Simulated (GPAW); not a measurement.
# Optical response of CrO2

Aim: the dielectric function of CrO2, and the optical constants that follow from it.

Method: DFT, PBE, plane-wave PAW (GPAW data sets), scalar-relativistic, RPA, optical limit, in GPAW 26.7.0.

## (1) The structure

Symmetry: P4_2/mnm, No. 136, tetragonal system. The conventional cell has a = 4.421 Å, b = 4.421 Å, c = 2.917 Å, α = 90.00°, β = 90.00°, γ = 90.00°. Nearest to Cr lie 6 O at 1.88 to 1.92 Å. Nearest to O lie 3 Cr at 1.88 to 1.92 Å. Farther neighbours and most contacts between anions are not listed.

As a file:

```cif
data_structure
_symmetry_space_group_name_H-M 'P 1'
_symmetry_Int_Tables_number 1
_cell_length_a 4.4210
_cell_length_b 4.4210
_cell_length_c 2.9170
_cell_angle_alpha 90.000
_cell_angle_beta 90.000
_cell_angle_gamma 90.000
_cell_volume 57.01
loop_
_atom_site_label
_atom_site_type_symbol
_atom_site_fract_x
_atom_site_fract_y
_atom_site_fract_z
_atom_site_occupancy
Cr1 Cr 0.50000 0.50000 0.50000 1
Cr2 Cr 0.00000 0.00000 0.00000 1
O3 O 0.80100 0.19900 0.50000 1
O4 O 0.69900 0.69900 0.00000 1
O5 O 0.19900 0.80100 0.50000 1
O6 O 0.30100 0.30100 0.00000 1
```

## (2) Ground state

First the ground state: is it a metal or has it a gap?

This step: DFT, PBE, plane-wave PAW (GPAW data sets), scalar-relativistic, ground state (GPAW 26.7.0).

Input file gs.py:

```python
from ase import Atoms
from ase.dft.bandgap import bandgap
from gpaw import GPAW, PW, FermiDirac

atoms = Atoms(['Cr', 'Cr', 'O', 'O', 'O', 'O'],
              cell=[[4.421000000000, 0.000000000000, 0.000000000000],
                    [0.000000000000, 4.421000000000, 0.000000000000],
                    [0.000000000000, 0.000000000000, 2.917000000000]],
              scaled_positions=[[0.500000000000, 0.500000000000, 0.500000000000],
                                [0.000000000000, 0.000000000000, 0.000000000000],
                                [0.801000000000, 0.199000000000, 0.500000000000],
                                [0.699000000000, 0.699000000000, 0.000000000000],
                                [0.199000000000, 0.801000000000, 0.500000000000],
                                [0.301000000000, 0.301000000000, 0.000000000000]],
              pbc=[True, True, True])
atoms.set_initial_magnetic_moments([3.0, 3.0, 0.0, 0.0, 0.0, 0.0])
atoms.calc = GPAW(mode=PW(500), xc='PBE', kpts={'size': (5, 5, 8), 'gamma': True},
                  occupations=FermiDirac(0.05), maxiter=150, txt='gs.txt')
print('energy (eV)', atoms.get_potential_energy())
print('Fermi level (eV)', atoms.calc.get_fermi_level())
print('valence electrons', atoms.calc.get_number_of_electrons())
print('gap (eV)', bandgap(atoms.calc, output=None)[0])
print('direct gap (eV)', bandgap(atoms.calc, direct=True, output=None)[0])
print('moments', atoms.get_magnetic_moments().round(3).tolist())
atoms.calc.write('gs.gpw')
```

Started as:

```sh
$ OMP_NUM_THREADS=1 python gs.py
```

Numbers of over 12 decimals in the logs are rounded to 6 here.

Log:

```text
__  _  _
 | _ |_)|_||  |
 |__||  | ||/\| - 26.7.0

Versions:
  Python: 3.12.14
  ASE:    3.29.0
  Numpy:  2.5.5
  Scipy:  1.18.1
  Libxc:  7.0.0

Input parameters:
  mode=PW(ecut=500.0),
  kpts=MonkhorstPack(size=(5, 5, 8), gamma=True),
  maxiter=150,
  occupations=Occupations(name='fermi-dirac', width=0.05, fixmagmom=False),
  xc=XC(name='PBE')

Diagonalizing LCAO Hamiltonian
Converting LCAO to pw mode
    .----------.
   /|          |
  / |          |
 *  | O Cr     |
 |  .-----O----.
 | /       O  /
 |/  O       /
 Cr---------*

Atoms  # Å, Bohr magnetons
|   | symbol |        x |        y |        z |    initial magnetic moments |
| 0 |     Cr | 2.210500 | 2.210500 | 1.458500 | ( 0.0000,  0.0000,  3.0000) |
| 1 |     Cr | 0.000000 | 0.000000 | 0.000000 | ( 0.0000,  0.0000,  3.0000) |
| 2 |      O | 3.541221 | 0.879779 | 1.458500 | ( 0.0000,  0.0000,  0.0000) |
| 3 |      O | 3.090279 | 3.090279 | 0.000000 | ( 0.0000,  0.0000,  0.0000) |
| 4 |      O | 0.879779 | 3.541221 | 1.458500 | ( 0.0000,  0.0000,  0.0000) |
| 5 |      O | 1.330721 | 1.330721 | 0.000000 | ( 0.0000,  0.0000,  0.0000) |

Unit cell  # Å
| periodic |        x |        y |        z |  lengths |    angles |
|      yes | 4.421000 | 0.000000 | 0.000000 | 4.421000 | 90.000000 |
|      yes | 0.000000 | 4.421000 | 0.000000 | 4.421000 | 90.000000 |
|      yes | 0.000000 | 0.000000 | 2.917000 | 2.917000 | 90.000000 |

Number of symmetries: 8
Symmetry operations  # r_c * U_cc + t_c -> r_c
|   | kind |            matrix            |
| 0 |  E   |  1, 0, 0,  0, 1, 0,  0, 0, 1 |
| 1 |  σ   |  1, 0, 0,  0, 1, 0,  0, 0,-1 |
| 2 |  σ   |  0, 1, 0,  1, 0, 0,  0, 0, 1 |
| 3 |  C2  |  0, 1, 0,  1, 0, 0,  0, 0,-1 |
| 4 |  σ   |  0,-1, 0, -1, 0, 0,  0, 0, 1 |
| 5 |  C2  |  0,-1, 0, -1, 0, 0,  0, 0,-1 |
| 6 |  C2  | -1, 0, 0,  0,-1, 0,  0, 0, 1 |
| 7 |  i   | -1, 0, 0,  0,-1, 0,  0, 0,-1 |

BZ-sampling:
  Number of BZ points: 200
  Number of IBZ points: 45

  Monkhorst-Pack size: [5, 5, 8]
  Monkhorst-Pack shift: [0.0, 0.0, 0.0625]

K-points  # in reciprocal-cell coordinates
|     |                                coordinates |     weight |
|   0 | (  0.00000000,   0.00000000,   0.00000000) | 0.00500000 |
|   1 | (  0.00000000,   0.00000000,   0.12500000) | 0.01000000 |
|   2 | (  0.00000000,   0.00000000,   0.25000000) | 0.01000000 |
|   3 | (  0.00000000,   0.00000000,   0.37500000) | 0.01000000 |
|   4 | (  0.00000000,   0.00000000,   0.50000000) | 0.00500000 |
|   5 | (  0.20000000,  -0.20000000,   0.00000000) | 0.01000000 |
|   6 | (  0.20000000,  -0.20000000,   0.12500000) | 0.02000000 |
|   7 | (  0.20000000,  -0.20000000,   0.25000000) | 0.02000000 |
|   8 | (  0.20000000,  -0.20000000,   0.37500000) | 0.02000000 |
|   9 | (  0.20000000,  -0.20000000,   0.50000000) | 0.01000000 |
| ... |                                            |            |
|  44 | (  0.40000000,   0.40000000,   0.50000000) | 0.01000000 |

Plane wave coefficients: 1462
Cutoff: 500.0 eV

Spin-components: 2 (collinear spins)
Bands:           30
Projectors:      32
Spin-degeneracy: 1
Datatype:        complex128

Parallelization:
  kpt:    1
  domain: 1
  band:   1

Density:
  Valence electrons: 36.0
  Components: 2
  Grid points: [24 24 16]
  Charge: 0.0  # |e|

Potential:
  Grid points: [24 24 16]

species:
  Cr:
    name:    Chromium
    id:
    Z:       24.0
    valence: 6
    core:    18
    charge:  0.0  # [|e|]
    compensation charges:
      type: gauss
      rc: 0.35  # [Å]
      lmax: 2
    cutoffs:
      filter: 2.14  # [Å]
      core: 3.04  # [Å]
    projectors
    | kind |    occ | energy [eV] | rcut [Å] |
    |   4s |  1.000 |      -4.007 |    1.164 |
    |   4p |  0.000 |      -0.989 |    1.217 |
    |   3d |  5.000 |      -2.913 |    1.111 |
    |    s |        |      23.205 |    1.164 |
    |    p |        |      26.223 |    1.217 |
    |    d |        |      24.299 |    1.111 |

    Using partial waves for Cr as LCAO basis

  O:
    name:    Oxygen
    id:
    Z:       8.0
    valence: 6
    core:    2
    charge:  0.0  # [|e|]
    compensation charges:
      type: gauss
      rc: 0.21  # [Å]
      lmax: 2
    cutoffs:
      filter: 1.17  # [Å]
      core: 0.83  # [Å]
    projectors
    | kind |    occ | energy [eV] | rcut [Å] |
    |   2s |  2.000 |     -23.961 |    0.688 |
    |   2p |  4.000 |      -9.029 |    0.598 |
    |    s |        |       3.251 |    0.688 |
    |    p |        |      18.182 |    0.598 |
    |    d |        |       0.000 |    0.619 |

    Using partial waves for O as LCAO basis

Reference energy: -65328.164104  # eV

eigensolver:
  PPCG
  Converge bands: occupied
  niter=2

density mixing:
  MSR1-Mixer
  Pratt-step length: 0.05
  Maximum mixing coefficient: 0.75
  Old densities: 10
  SVD Regularization: 0.005
  Good broyden scale: 1.0
  Trust region scale: 1.0
  Backstep threshold: 4.0
  History deletion threshold: 6.0
  Fourier metric: weight=20.0, sigma=0.015

occupation numbers:
  Fermi-Dirac:
    width: 0.0500  # eV

poisson solver:
  ecut: 4000.0  # eV

xc functional:
  name: PBE with 2 nearest neighbor stencil

convergence criteria:
- Maximum [total energy] change in last 3 cyles: 0.0005 eV / valence electron
- Maximum integral of absolute [dens]ity change: 0.0001 electrons / valence electron
- Maximum integral of absolute [eigenst]ate change: 4e-08 eV^2 / valence electron
maximum number of iterations: 150

SCF iterations
|iter     |      energy | eigst |  dens |  magmom |
|iter:   1||  -52.593988 | +0.00 |       |  +5.9664|
|iter:   2||  -50.755568 | -1.61 | -0.63 |  +5.8681|
|iter:   3||  -48.686676 | -1.07 | -0.70 |  +5.2096|
|iter:   4||  -48.588836 | -2.05 | -1.01 |  +4.9130|
|iter:   5||  -48.689968 | -2.01 | -1.17 |  +4.3242|
|iter:   6||  -48.720159 | -2.90 | -1.59 |  +4.0178|
|iter:   7||  -48.719168 | -3.60 | -2.20 |  +3.9983|
|iter:   8||  -48.719651c| -4.41 | -2.81 |  +3.9952|
|iter:   9||  -48.719740c| -4.98 | -3.17 |  +4.0004|
|iter:  10||  -48.719706c| -5.75 | -3.15 |  +4.0005|
|iter:  11||  -48.719697c| -6.27 | -3.61 |  +3.9998|
|iter:  12||  -48.719699c| -7.10 | -4.20c|  +4.0000|
|iter:  13||  -48.719699c| -7.58c| -4.44c|  +4.0000|

Converged in 13 steps
SCF loop duration: 72.727 s (5.594 s/step)
Energy contributions relative to reference atoms: (reference = -65328.164104)

Energy contributions:
  Kinetic:         -19.049239
  Coulomb:           2.703619
  Zero:              0.803806
  External:          0.000000
  Xc:              -33.171005
  Entropy:          -0.013761
  Spinorbit:         0.000000
  ----------------------------
  Free energy:     -48.726580
  Extrapolated:    -48.719699

dipole moment: (-11.076558, -11.076558, -23.727522)  # |e|*Ang

Total magnetic moment: (0.000000, 0.000000, 3.999992)

Local magnetic moments
|        x |        y |         z |
| 0.000000 | 0.000000 |  2.059624 |  # Cr   0
| 0.000000 | 0.000000 |  2.059627 |  # Cr   1
| 0.000000 | 0.000000 | -0.058674 |  # O    2
| 0.000000 | 0.000000 | -0.058672 |  # O    3
| 0.000000 | 0.000000 | -0.058674 |  # O    4
| 0.000000 | 0.000000 | -0.058672 |  # O    5

Fermi level: 6.499
Eigenvalues  # (at kpt = [0.000, 0.000, 0.000])
| band index |      eig [eV] | occ [0-1] |      eig [eV] | occ [0-1] |
|          0 |       -13.224 |     1.000 |       -13.273 |     1.000 |
|        ... |               |           |               |           |
|         11 |         3.158 |     1.000 |         3.157 |     1.000 |
|         12 |         4.840 |     1.000 |         4.917 |     1.000 |
|         13 |         4.986 |     1.000 |         5.224 |     1.000 |
|         14 |         5.196 |     1.000 |         5.224 |     1.000 |
|         15 |         5.306 |     1.000 |         5.657 |     1.000 |
|         16 |         5.308 |     1.000 |         7.387 |     0.000 |
|         17 |         5.309 |     1.000 |         7.455 |     0.000 |
|         18 |         5.409 |     1.000 |         7.705 |     0.000 |
|         19 |         5.409 |     1.000 |         7.705 |     0.000 |
|         20 |         5.957 |     1.000 |         7.743 |     0.000 |
|         21 |         7.591 |     0.000 |         9.087 |     0.000 |
|         22 |         7.656 |     0.000 |         9.433 |     0.000 |
|         23 |        10.192 |     0.000 |        11.166 |     0.000 |
|         24 |        10.193 |     0.000 |        11.166 |     0.000 |
|         25 |        11.258 |     0.000 |        12.440 |     0.000 |
|        ... |               |           |               |           |
|         29 |        15.047 |     0.000 |        17.190 |     0.000 |

No gap
No difference between direct/indirect transitions

--- standard output ---
energy (eV) -48.719699
Fermi level (eV) 6.498510
valence electrons 36.0
gap (eV) 0.0
direct gap (eV) 0.0
moments [2.06, 2.06, -0.059, -0.059, -0.059, -0.059]
```

Run time: 76 s. Hardware: 1 thread of Arm Neoverse V2, shared host; peak memory 0.23 GiB.

Numbers from this step:

```
energy       : -48.72 eV
Fermi energy : 6.499 eV
electrons    : 36
site moments : 2.06, 2.06, -0.059, -0.059, -0.059, -0.059 μB
```

There are states at the Fermi level within the smearing, so the occupations stay smeared and the carriers get a Drude term.

## (3) Bands for the response

The response needs many more empty bands than the density does.

This step: DFT, PBE, plane-wave PAW (GPAW data sets), scalar-relativistic, bands at fixed density (GPAW 26.7.0).

Input file nscf.py:

```python
from ase.dft.bandgap import bandgap
from gpaw import GPAW, FermiDirac

calc = GPAW('gs.gpw').fixed_density(kpts={'size': (8, 8, 12), 'gamma': True}, nbands=45, convergence={'bands': 39},
                                    occupations=FermiDirac(0.05), txt='nscf.txt')
print('gap (eV)', bandgap(calc, output=None)[0])
print('direct gap (eV)', bandgap(calc, direct=True, output=None)[0])
print('top band over the Fermi level (eV)', min(calc.get_eigenvalues(kpt=k)[38] for k in range(len(calc.get_ibz_k_points()))) - calc.get_fermi_level())
calc.write('full.gpw', mode='all')
```

Started as:

```sh
$ OMP_NUM_THREADS=1 python nscf.py
```

Log:

```text
Diagonalizing LCAO Hamiltonian
Converting LCAO to pw mode
convergence criteria:
- Maximum integral of absolute [eigenst]ate change: 4e-08 eV^2 / valence electron
maximum number of iterations: 150

SCF iterations
|iter     |      energy | eigst |  dens |  magmom |
|iter:   1||             | +2.58 |       |  +4.0000|
|iter:   2||             | +1.57 |       |  +4.0000|
|iter:   3||             | +1.45 |       |  +4.0000|
|iter:   4||             | +0.92 |       |  +4.0000|
|iter:   5||             | +0.26 |       |  +4.0000|
|iter:   6||             | -0.46 |       |  +4.0000|
|iter:   7||             | -0.59 |       |  +4.0000|
|iter:   8||             | -0.86 |       |  +4.0000|
|iter:   9||             | -1.37 |       |  +4.0000|
|iter:  10||             | -1.69 |       |  +4.0000|
|iter:  11||             | -1.87 |       |  +4.0000|
|iter:  12||             | -2.16 |       |  +4.0000|
|iter:  13||             | -2.36 |       |  +4.0000|
|iter:  14||             | -2.88 |       |  +4.0000|
|iter:  15||             | -3.44 |       |  +4.0000|
|iter:  16||             | -4.04 |       |  +4.0000|
[...]
|iter:  30||             | -5.78 |       |  +4.0000|
|iter:  31||             | -5.97 |       |  +4.0000|
|iter:  32||             | -6.18 |       |  +4.0000|
|iter:  33||             | -6.35 |       |  +4.0000|
|iter:  34||             | -6.57 |       |  +4.0000|
|iter:  35||             | -6.80 |       |  +4.0000|
|iter:  36||             | -6.94 |       |  +4.0000|
|iter:  37||             | -7.17 |       |  +4.0000|
|iter:  38||             | -7.43c|       |  +4.0000|
SCF steps: 38
  __  _  _
 | _ |_)|_||  |
 |__||  | ||/\| - 26.7.0

Versions:
  Python: 3.12.14
  ASE:    3.29.0
  Numpy:  2.5.5
  Scipy:  1.18.1
  Libxc:  7.0.0

Input parameters:
  mode=PW(ecut=500.0),
  convergence={'bands': 39},
  gpts=array([24, 24, 16]),
  kpts=MonkhorstPack(size=(8, 8, 12), gamma=True),
  maxiter=150,
  nbands=45,
  occupations=Occupations(name='fermi-dirac', width=0.05, fixmagmom=False),
  parallel={},
  xc=XC(name='PBE')

--- standard output ---
gap (eV) 0.0
direct gap (eV) 0.0
top band over the Fermi level (eV) 15.855890
```

It took 11 min on 1 thread; peak memory 0.55 GiB.

(Part 1 of 2 ends here.)

[Machine, clock and banner lines and Python warnings are left out of the logs.]

[Logs are printed without paths, hosts, clocks, repeated set-up lines and the standing remarks that a program may print on its own settings, such as how far it seeks lower states.]

[Hosts, paths, dates, database ids (printed as entryN), source tags and the programs' standing remarks are cut or masked in the printed files.]
